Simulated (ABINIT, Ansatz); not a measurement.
Planning a run of ABINIT 10.8.3 on CaGaSiH (P3m1). The input:

```
acell 3*1.0 Angstrom
rprim 
  4.091099999987 0.000000000003 0.000000000000
  -2.045549999996 3.542996529410 0.000000000000
  0.000000000000 0.000000000000 4.762800000000
ntypat 4
znucl 20 31 14 1
natom 4
typat 1 2 3 4
xred 
  0.333333333333 0.666666666667 0.000000000000
  -0.000000000000 0.000000000000 0.556800000000
  0.666666666667 0.333333333333 0.433700000000
  -0.000000000000 0.000000000000 0.925000000000
pp_dirpath "pseudos"
pseudos "Ca.upf, Ga.upf, Si.upf, H.upf"
ecut 45
ngkpt 3 3 2
nshiftk 1
shiftk 0 0 0
kptopt 1
chksymbreak 0
iscf -2
irdden 1
istwfk *1
nband 55
nbdbuf 4
tolwfr 1e-09
nstep 60
prtvol 0
indata_prefix "in"
outdata_prefix "out"
tmpdata_prefix "tmp"
```

```sh
OMP_NUM_THREADS=1 mpirun -n 4 abinit run.abi > log
```

**Question.** How long will it take on 4 MPI ranks of Intel Xeon 6975P-C (Granite Rapids), shared host, and how much memory?

It took 27 s; on shared hardware allow 14 s to 54 s. Peak host memory was 0.38 GiB.

[Paths, hosts, dates, memory and timing lines, banners, echoed tables and standing remarks are left out of the program output.]

[Logs are printed without paths, hosts, clocks, repeated set-up lines and the standing remarks that a program may print on its own settings, such as how far it seeks lower states.]

[Runs of the session that timed out or met a known fault of the program may be left out.]

[Hosts, paths, dates, database ids (printed as entryN), source tags and the programs' standing remarks are cut or masked in the printed files.]

[G0W0 gaps are taken among the corrected bands and points alone; a level outside them can change the order at an edge.]

[Where Ansatz stands beside ABINIT at settings called matched, ABINIT's density can come from a denser mesh and the files from another edition; pairs whose starting gaps differed by over 0.03 eV were left out, so agreement reads better than it is.]
